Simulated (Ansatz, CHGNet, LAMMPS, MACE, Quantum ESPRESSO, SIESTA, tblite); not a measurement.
**Quantum ESPRESSO on Zn2+ BF4- in dimethoxyethane and tetrahydrofuran at 480 K (85 atoms): settings against a plane-wave reference**

How do the settings of Quantum ESPRESSO change the result for Zn2+ BF4- in dimethoxyethane and tetrahydrofuran at 480 K (85 atoms)? A plane-wave run serves as the yardstick.

Main program and level: Quantum ESPRESSO 7.5; the method is named at each step.

### 1. Set-up

The cell holds 85 atoms: 20 C, 8 O, 46 H, 2 B, 8 F and 1 Zn. Cell: a = 10.026 Å, b = 10.026 Å, c = 10.026 Å, α = 90.0°, β = 90.0°, γ = 90.0°. 3 dimethoxyethane, 2 tetrahydrofuran, 1 Zn2+, 2 BF4- placed at random, at 1.08 g/cm³; overlaps pushed apart, then 10 ps at 550 K with stiff harmonic cages for PF6 and BF4 with UFF radii; divalent ions of Li, Roberts, Chakravorty and Merz (J. Chem. Theory Comput. 9, 2733 (2013)); MMFF94 bonds, angles, torsions, charges and radii (Halgren, J. Comput. Chem. 17, 490 (1996)) in harmonic and 12-6 forms; charges of ions scaled by 0.8. Snapshot after 30 ps at 480 K and fixed volume.

The yardstick, on the same geometry:

```
method                                           : Kohn-Sham DFT, PBE, PAW, plane waves (Ansatz 0.2.0); cutoff 420 eV, Γ point, fermi-dirac smearing of 0.05 eV; PAW set soft_2
r.m.s. force component                           : 1.131 eV/Å
longest force                                    : 4.732 eV/Å
pressure                                         : 2.769 GPa
gap (highest filled to lowest empty level) : 4.057 eV
SCF cycles                                       : 10
time                                             : 6.7 s on 4 threads of Arm Neoverse V2, shared host
CPU time                                         : 25 s
```

### 2. PBE, sssp-1.3.0-efficiency, 60/480 Ry

Method: Kohn-Sham DFT, PBE, SSSP efficiency 1.3.0 pseudopotentials, plane waves.

pw.in reads:

```
&control
  calculation = 'scf'
  pseudo_dir = './pseudo'
  outdir = './tmp'
  disk_io = 'none'
  tprnfor = .true.
  tstress = .true.
/
&system
  ibrav = 0
  nat = 85
  ntyp = 6
  ecutwfc = 60
  ecutrho = 480
  nosym = .true.
  occupations = 'smearing'
  smearing = 'fd'
  degauss = 0.003675
/
&electrons
  conv_thr = 4.3e-07
  electron_maxstep = 100
  mixing_beta = 0.4
  mixing_mode = 'plain'
  diagonalization = 'david'
/
ATOMIC_SPECIES
C 12.011 C.upf
O 15.999 O.upf
H 1.008 H.upf
B 10.810 B.upf
F 18.998 F.upf
Zn 65.380 Zn.upf
CELL_PARAMETERS angstrom
10.02554 0.00000 0.00000
0.00000 10.02554 0.00000
0.00000 0.00000 10.02554
ATOMIC_POSITIONS crystal
C 0.73336 0.58449 0.71775
O 0.59029 0.57258 0.69394
C 0.56928 0.61204 0.55735
C 0.60080 0.75681 0.53298
O 0.73802 0.75883 0.49735
C 0.74879 0.73364 0.35598
H 0.77551 0.68383 0.70818
H 0.78233 0.50717 0.66072
H 0.73187 0.56574 0.82124
H 0.62720 0.54569 0.48716
H 0.46509 0.59692 0.54146
H 0.58362 0.81263 0.62877
H 0.53234 0.78248 0.45782
H 0.84641 0.69045 0.32220
H 0.66703 0.66561 0.32550
H 0.71820 0.82607 0.30697
C 0.88300 0.81678 0.99679
O 0.02123 0.80342 0.03184
C 0.07845 0.68880 0.95503
C 0.22468 0.64337 0.00676
O 0.29782 0.75024 0.95681
C 0.43277 0.73226 0.99929
H 0.85214 0.92072 0.02179
H 0.82543 0.73515 0.03600
H 0.86810 0.81528 0.88736
H 0.00225 0.60656 0.95700
H 0.07675 0.71151 0.85491
H 0.25926 0.54588 0.96786
H 0.21373 0.64849 0.11018
H 0.49186 0.82148 0.97457
H 0.43778 0.71244 0.10323
H 0.47481 0.64114 0.94585
C 0.38338 0.31039 0.75910
O 0.30912 0.20105 0.71051
C 0.39585 0.08563 0.72088
C 0.31288 0.96619 0.70452
O 0.23673 0.98127 0.58150
C 0.18474 0.84850 0.55741
H 0.36461 0.40656 0.71082
H 0.48756 0.29004 0.71885
H 0.38830 0.32793 0.86779
H 0.48061 0.10048 0.64173
H 0.44040 0.07961 0.81219
H 0.22732 0.95140 0.77756
H 0.38076 0.88301 0.71224
H 0.27092 0.78264 0.55632
H 0.12086 0.81404 0.63730
H 0.12504 0.85619 0.46816
C 0.15097 0.10894 0.10417
C 0.08420 0.23812 0.15026
C 0.01129 0.18518 0.27215
O 0.10611 0.09165 0.33020
C 0.16762 0.02124 0.23202
H 0.25428 0.13455 0.07347
H 0.09421 0.06670 0.02259
H 0.00972 0.27481 0.07668
[... 25 atom lines left out ...]
F 0.53514 0.29627 0.43844
F 0.52981 0.08934 0.34195
F 0.33312 0.19070 0.43341
Zn 0.17771 0.16951 0.53776
K_POINTS gamma
```

Launch:

```
> OMP_NUM_THREADS=1 mpirun -np 2 pw.x -in pw.in > output.txt
```

Output:

```text
Program PWSCF
     gamma-point specific algorithms are used
     Parallelization info
     sticks:   dense  smooth     PW     G-vecs:    dense   smooth      PW
     Min        6852    3430    862               603768   213606   26677
     Max        6853    3431    863               603773   213611   26678
     Sum       13705    6861   1725              1207541   427217   53355
     bravais-lattice index     =            0
     lattice parameter (alat)  =      18.9455  a.u.
     unit-cell volume          =    6800.1724 (a.u.)^3
     number of atoms/cell      =           85
     number of atomic types    =            6
     number of electrons       =       256.00
     number of Kohn-Sham states=          154
     kinetic-energy cutoff     =      60.0000  Ry
     charge density cutoff     =     480.0000  Ry
     scf convergence threshold =      4.3E-07
     mixing beta               =       0.4000
     number of iterations used =            8  plain     mixing
     Exchange-correlation= SLA  PW   PBE  PBE
                           (   1   4   3   4   0   0   0)
     crystal axes: (cart. coord. in units of alat)
               a(1) = (   1.000000   0.000000   0.000000 )
               a(2) = (   0.000000   1.000000   0.000000 )
               a(3) = (   0.000000   0.000000   1.000000 )
     reciprocal axes: (cart. coord. in units 2 pi/alat)
               b(1) = (  1.000000  0.000000  0.000000 )
               b(2) = (  0.000000  1.000000  0.000000 )
               b(3) = (  0.000000  0.000000  1.000000 )
     PseudoPot. # 1 for C :
     Pseudo is Projector augmented-wave + core cor, Zval =  4.0
     PseudoPot. # 2 for O :
     Pseudo is Projector augmented-wave + core cor, Zval =  6.0
     PseudoPot. # 3 for H :
     Pseudo is Ultrasoft, Zval =  1.0
     PseudoPot. # 4 for B :
     Pseudo is Ultrasoft + core correction, Zval =  3.0
     PseudoPot. # 5 for F :
     Pseudo is Ultrasoft, Zval =  7.0
     PseudoPot. # 6 for Zn:
     Pseudo is Ultrasoft, Zval = 20.0
     atomic species   valence    mass     pseudopotential
     C                 4.00    12.01100     C ( 1.00)
     O                 6.00    15.99900     O ( 1.00)
     H                 1.00     1.00800     H ( 1.00)
     B                 3.00    10.81000     B ( 1.00)
     F                 7.00    18.99800     F ( 1.00)
     Zn               20.00    65.38000     Zn( 1.00)
     No symmetry found
   Cartesian axes
     number of k points=     1  Fermi-Dirac smearing, width (Ry)=  0.0037
                       cart. coord. in units 2pi/alat
        k(    1) = (   0.0000000   0.0000000   0.0000000), wk =   2.0000000
     Dense  grid:   603771 G-vectors     FFT dimensions: ( 135, 135, 135)
     Smooth grid:   213609 G-vectors     FFT dimensions: (  96,  96,  96)
     Check: negative core charge=   -0.000001
     Initial potential from superposition of free atoms
     starting charge     255.9980, renormalised to     256.0000
     Starting wfcs are  211 randomized atomic wfcs
     Self-consistent Calculation
     iteration #  1     ecut=    60.00 Ry     beta= 0.40
     total energy              =   -1619.42969110 Ry
     estimated scf accuracy    <       7.69396264 Ry
     iteration #  2     ecut=    60.00 Ry     beta= 0.40
     total energy              =   -1620.02305417 Ry
     estimated scf accuracy    <       0.98254703 Ry
     iteration #  3     ecut=    60.00 Ry     beta= 0.40
     total energy              =   -1620.03230910 Ry
     estimated scf accuracy    <       0.18502182 Ry
     iteration #  4     ecut=    60.00 Ry     beta= 0.40
     total energy              =   -1620.04012672 Ry
     estimated scf accuracy    <       0.01224965 Ry
     iteration #  5     ecut=    60.00 Ry     beta= 0.40
     total energy              =   -1620.04174213 Ry
     estimated scf accuracy    <       0.00117065 Ry
     iteration #  6     ecut=    60.00 Ry     beta= 0.40
     total energy              =   -1620.04188852 Ry
     estimated scf accuracy    <       0.00015726 Ry
     iteration #  7     ecut=    60.00 Ry     beta= 0.40
     total energy              =   -1620.04191252 Ry
     estimated scf accuracy    <       0.00001631 Ry
     iteration #  8     ecut=    60.00 Ry     beta= 0.40
     total energy              =   -1620.04191502 Ry
     estimated scf accuracy    <       0.00000286 Ry
     iteration #  9     ecut=    60.00 Ry     beta= 0.40
     End of self-consistent calculation
          k = 0.0000 0.0000 0.0000 ( 26678 PWs)   bands (ev):
  -125.2850 -79.5765 -79.4841 -79.4650 -26.2837 -25.9299 -24.7567 -24.3489
   -24.2620 -23.5003 -23.3796 -23.1353 -22.8966 -22.4310 -22.4231 -22.3535
   -21.8081 -21.4073 -20.9890 -20.7546 -16.9059 -15.5926 -15.0863 -14.6112
   -14.2369 -14.1315 -13.9514 -13.0747 -12.7441 -12.6667 -12.6118 -11.8108
   -11.6977 -11.5992 -11.4144 -10.9170 -10.8039 -10.6993 -10.2696 -10.2025
   -10.1504  -9.9613  -9.6620  -9.2541  -9.0550  -8.6763  -8.6004  -8.4235
    -8.1467  -7.9172  -7.8918  -7.8476  -7.8289  -7.7648  -7.7467  -7.7202
    -7.6374  -7.5632  -7.5346  -7.3075  -7.2317  -7.1215  -7.1038  -7.0454
    -6.9216  -6.8663  -6.8229  -6.8145  -6.7051  -6.6844  -6.5798  -6.4771
    -6.3794  -6.1827  -6.1277  -6.0924  -6.0126  -5.9616  -5.9220  -5.8617
    -5.8224  -5.5798  -5.5640  -5.5212  -5.3890  -5.2336  -5.1931  -5.1187
    -5.0333  -4.9065  -4.8796  -4.8144  -4.7158  -4.6455  -4.5993  -4.5495
    -4.5163  -4.4541  -4.3798  -4.3171  -4.1872  -4.1820  -4.1309  -4.0846
    -3.9920  -3.8683  -3.8044  -3.6503  -3.6334  -3.5360  -3.4278  -3.3802
    -3.3028  -3.2766  -3.2242  -3.1457  -3.1086  -3.0679  -2.8458  -2.7206
    -2.6714  -2.5013  -2.4050  -1.7622  -1.6641  -1.6257  -1.4617  -0.8006
     3.2514   3.5511   3.9607   4.0826   4.3193   4.3665   4.5305   4.5846
     4.7672   4.9400   5.0297   5.0877   5.1472   5.2099   5.3558   5.4857
     5.5358   5.6301   5.7190   5.7464   5.7806   5.9414   6.0254   6.2211
     6.3263   6.4113
     the Fermi energy is     0.6911 ev
!    total energy              =   -1620.04191532 Ry
     estimated scf accuracy    <       0.00000021 Ry
     smearing contrib. (-TS)   =      -0.00000000 Ry
     internal energy E=F+TS    =   -1620.04191532 Ry
     The total energy is F=E-TS. E is the sum of the following terms:
     one-electron contribution =   -2332.60194061 Ry
     hartree contribution      =    1244.61029423 Ry
     xc contribution           =    -308.91064147 Ry
     ewald contribution        =     -23.76975957 Ry
     one-center paw contrib.   =    -199.36986789 Ry
     convergence has been achieved in   9 iterations
     Forces acting on atoms (cartesian axes, Ry/au):
     atom    1 type  1   force =    -0.06288664   -0.01740986    0.02747180
     atom    2 type  2   force =     0.03987594    0.02708550   -0.04065271
     atom    3 type  1   force =    -0.01172886   -0.03573742    0.02716686
     atom    4 type  1   force =     0.03943323   -0.05813963    0.06980644
     atom    5 type  2   force =     0.03066934    0.03312823   -0.03452240
     atom    6 type  1   force =    -0.02686908   -0.00328607   -0.00503044
     atom    7 type  3   force =     0.00116553    0.01012647   -0.02432449
     atom    8 type  3   force =     0.02583146   -0.00071143   -0.01138613
     atom    9 type  3   force =     0.02880232   -0.02714274    0.06399732
     atom   10 type  3   force =    -0.01704656    0.01691126    0.01937080
     atom   11 type  3   force =    -0.04425721   -0.01716700   -0.01135016
     atom   12 type  3   force =     0.00886924   -0.00352510   -0.03146541
[...]
atom   81 type  5   force =    -0.00874728    0.02073087    0.06077945
     atom   82 type  5   force =    -0.00248015    0.02768127    0.01144035
     atom   83 type  5   force =    -0.03364980    0.01499750    0.03921902
     atom   84 type  5   force =     0.03438349   -0.00397611   -0.02110972
     atom   85 type  6   force =     0.05561203   -0.06375612   -0.02158251
     Total force =     0.703187     Total SCF correction =     0.001571
     Computing stress (Cartesian axis) and pressure
          total   stress  (Ry/bohr**3)                   (kbar)     P=       28.52
   0.00010086   0.00001532   0.00001482           14.84        2.25        2.18
   0.00001532   0.00017568  -0.00011256            2.25       25.84      -16.56
   0.00001482  -0.00011256   0.00030504            2.18      -16.56       44.87
     Message from routine punch:
     Nothing written, as per user request (disk_io='none')
```

Run time: 95 s. Hardware: 2 MPI ranks of Arm Neoverse V2, shared host; peak memory 2.5 GiB; 3.2 min of CPU time.

Banners, paths, timers and routine set-up lines are dropped from the logs unmarked, and long logs keep their key lines alone; longer cuts are marked.

Compared with the plane-wave run:

| Property | Result |
| --- | --- |
| r.m.s. force component | 1.132 eV/Å |
| r.m.s. difference of force components | 23.21 meV/Å |
| longest difference of force vectors | 119.4 meV/Å |
| force difference over r.m.s. force | 2.052 % |
| slope of forces against the reference's | 1.001 |
| correlation of force components | 0.9998 |
| gap (highest filled to lowest empty level) | 4.052 eV |
| gap difference | -0.005 eV |
| pressure | 2.852 GPa |
| pressure difference | 0.0827 GPa |

Length of the force difference by element (eV/Å):

```
element  atoms    mean   most
      B      2   0.051  0.057
      C     20   0.045  0.069
      F      8   0.082   0.12
      H     46  0.0095  0.014
      O      8   0.047  0.059
     Zn      1   0.039  0.039
```

Levels nearest the highest filled one (eV from it): -2.31, -2.27, -2.05, -1.92, -1.87, -1.70, -1.60, -0.96, -0.86, -0.83, -0.66, 0.00, 4.05, 4.35, 4.76, 4.88, 5.12, 5.17, 5.33, 5.39, 5.57, 5.74, 5.83, 5.89.

Local excerpt of 9 atoms (numbers count through the whole input) about C38, picked at random; x, y, z are measured from there.

```csv
atom,x,y,z,distance (Å),bonds,Fx,Fy,Fz (eV/Å)
C38,0.00,0.00,0.00,0.00,4,-0.06,0.65,-0.42
H48,-0.60,0.08,-0.89,1.08,1,0.03,-0.39,-0.61
H47,-0.64,-0.35,0.80,1.08,1,-0.40,0.06,0.64
H46,0.86,-0.66,-0.01,1.09,1,-0.04,-0.43,-0.64
O37,0.52,1.33,0.24,1.45,3,1.39,-2.12,0.52
C36,1.28,1.18,1.47,2.28,4,-1.88,0.70,0.18
H44,0.43,1.03,2.21,2.47,1,1.47,0.27,0.15
H45,1.97,0.35,1.55,2.53,1,0.01,-0.99,-0.55
Zn85,-0.07,3.22,-0.20,3.23,5,1.43,-1.64,-0.55
```

Forces lie 2.1 % from the reference's, at 7.6 times its CPU time (on 2 against 4 cores).

### 3. PBE+D3(BJ), sssp-1.3.0-efficiency, 60/480 Ry

Method: Kohn-Sham DFT, PBE+D3(BJ), SSSP efficiency 1.3.0 pseudopotentials, plane waves.

Edit pw.in of step 2 so:

```diff
@@ -18,2 +18,5 @@
   degauss = 0.003675
+  vdw_corr = 'dft-d3'
+  dftd3_version = 4
+  dftd3_threebody = .false.
 /
```

Output:

```text
[banner, memory and clock lines left out]
Program PWSCF
     gamma-point specific algorithms are used
[... lines left out ...]
     total energy              =   -1620.29116692 Ry
[... lines left out ...]
     total energy              =   -1620.30042184 Ry
[... lines left out ...]
     total energy              =   -1620.31002527 Ry
[... lines left out ...]
     total energy              =   -1620.31002777 Ry
[... lines left out ...]
     the Fermi energy is     0.6911 ev
!    total energy              =   -1620.31002806 Ry
[... lines left out ...]
     The total energy is F=E-TS. E is the sum of the following terms:
[... lines left out ...]
     convergence has been achieved in   9 iterations
     Forces acting on atoms (cartesian axes, Ry/au):
     atom    1 type  1   force =    -0.06276454   -0.01734053    0.02726219
     atom    2 type  2   force =     0.03964002    0.02706456   -0.04073256
     atom    3 type  1   force =    -0.01190834   -0.03583107    0.02734532
[...]
atom   84 type  5   force =     0.03381789   -0.00414777   -0.02077852
     atom   85 type  6   force =     0.05536494   -0.06407706   -0.02154532
     Total force =     0.702660     Total SCF correction =     0.001571
     Computing stress (Cartesian axis) and pressure
          total   stress  (Ry/bohr**3)                   (kbar)     P=       22.99
   0.00006326   0.00001523   0.00001496            9.31        2.24        2.20
   0.00001523   0.00013835  -0.00011232            2.24       20.35      -16.52
   0.00001496  -0.00011232   0.00026719            2.20      -16.52       39.31
     Message from routine punch:
     Nothing written, as per user request (disk_io='none')
```

Wall time 95 s (2 MPI ranks); peak memory 2.5 GiB.

Against the reference:

```
r.m.s. force component                           : 1.131 eV/Å
r.m.s. difference of force components            : 24.82 meV/Å
longest difference of force vectors              : 127.1 meV/Å
force difference over r.m.s. force               : 2.194 %
slope of forces against the reference's          : 1
correlation of force components                  : 0.9998
gap (highest filled to lowest empty level) : 4.052 eV
gap difference                                   : -0.005 eV
pressure                                         : 2.299 GPa
pressure difference                              : -0.47 GPa
```

Against the first run (2.1 %), the force difference from the reference is 2.2 %, at 1.0 times the CPU time; the model has changed, so this is no error of the program alone.

### 4. The ladder

Differences are against the plane-wave reference, forces as r.m.s. over components; share is that over the reference's r.m.s. force, slope the least-squares factor from reference forces to these. Total energies of different programs have different zeros and aren't compared.

```
                                            run  Δ force, r.m.s. (meV/Å)  share (%)  slope  Δ pressure (GPa)  Δ gap (eV)  cores  CPU time  memory (GiB)
                                      reference                        -          -      -                 -           -      4      25 s           1.1
       QE PBE, sssp-1.3.0-efficiency, 60/480 Ry                     23.2       2.05  1.001            0.0827      -0.005      2   3.2 min           2.5
QE PBE+D3(BJ), sssp-1.3.0-efficiency, 60/480 Ry                     24.8       2.19  1.000             -0.47      -0.005      2   3.2 min           2.5
```

CPU time is summed over cores on a shared host, where runs went side by side, so it is rough. Symmetry, cutoffs, thresholds, outputs and thread counts weren't matched or tuned between programs; memory under MPI is the largest rank's times the ranks.

### 5. What came out

```json
{
  "nearest in forces": "QE PBE, sssp-1.3.0-efficiency, 60/480 Ry, 2.1 %",
  "its CPU time": "3.2 min"
}
```

**Reading.** PBE on plane waves or a grid with other potentials, cutoffs or grids differs from the reference by 2.1 % (QE PBE, sssp-1.3.0-efficiency, 60/480 Ry) of the r.m.s. force; this holds the reference's own error, so differences of a few per cent don't tell which side is nearer the exact PBE result (QE's 60 Ry are 816 eV, against the reference's 420 eV). Rows with another functional or a dispersion term differ by 2.2 % (QE PBE+D3(BJ), sssp-1.3.0-efficiency, 60/480 Ry), which mixes the change of model with differences of basis and potentials. None of the electronic-structure runs in the table takes under half the reference's CPU time of 25 s; they take 7.6 to 7.6 times as much. PBE gaps agree with the reference's 4.06 eV within 0.005 eV. The potentials hold different valence shells: 248 electrons in the reference, 256 in Quantum ESPRESSO with SSSP; this bears on time and differences. The network of contacts between molecules at the start is that of the classical potential that made the cell, and needn't be the one that DFT or experiment would give. The reference's stress is far from hydrostatic: its diagonal is 1.4, 2.5, 4.4 GPa, compression counted positive. The reference's PBE has no dispersion term, which matters for the binding between molecules or layers. The density was typed from a rule of thumb and may lie off the real one at this temperature. The electronic-structure runs sample only Γ, in a cell whose shortest periodic width is 10 Å.

[Also dropped from logs without a mark: logging warnings of Python, and SIESTA's first energy breakdown and zero terms.]

[Logs are printed without paths, hosts, clocks, repeated set-up lines and the standing remarks that a program may print on its own settings, such as how far it seeks lower states.]

[Hosts, paths, dates, database ids (printed as entryN), source tags and the programs' standing remarks are cut or masked in the printed files.]

[The MMFF94 radii named for the starting cell were scaled by 0.96; in molecules described by MMFF94, hydrogen bound to N, O or S took a small fixed 12-6 site in their place.]
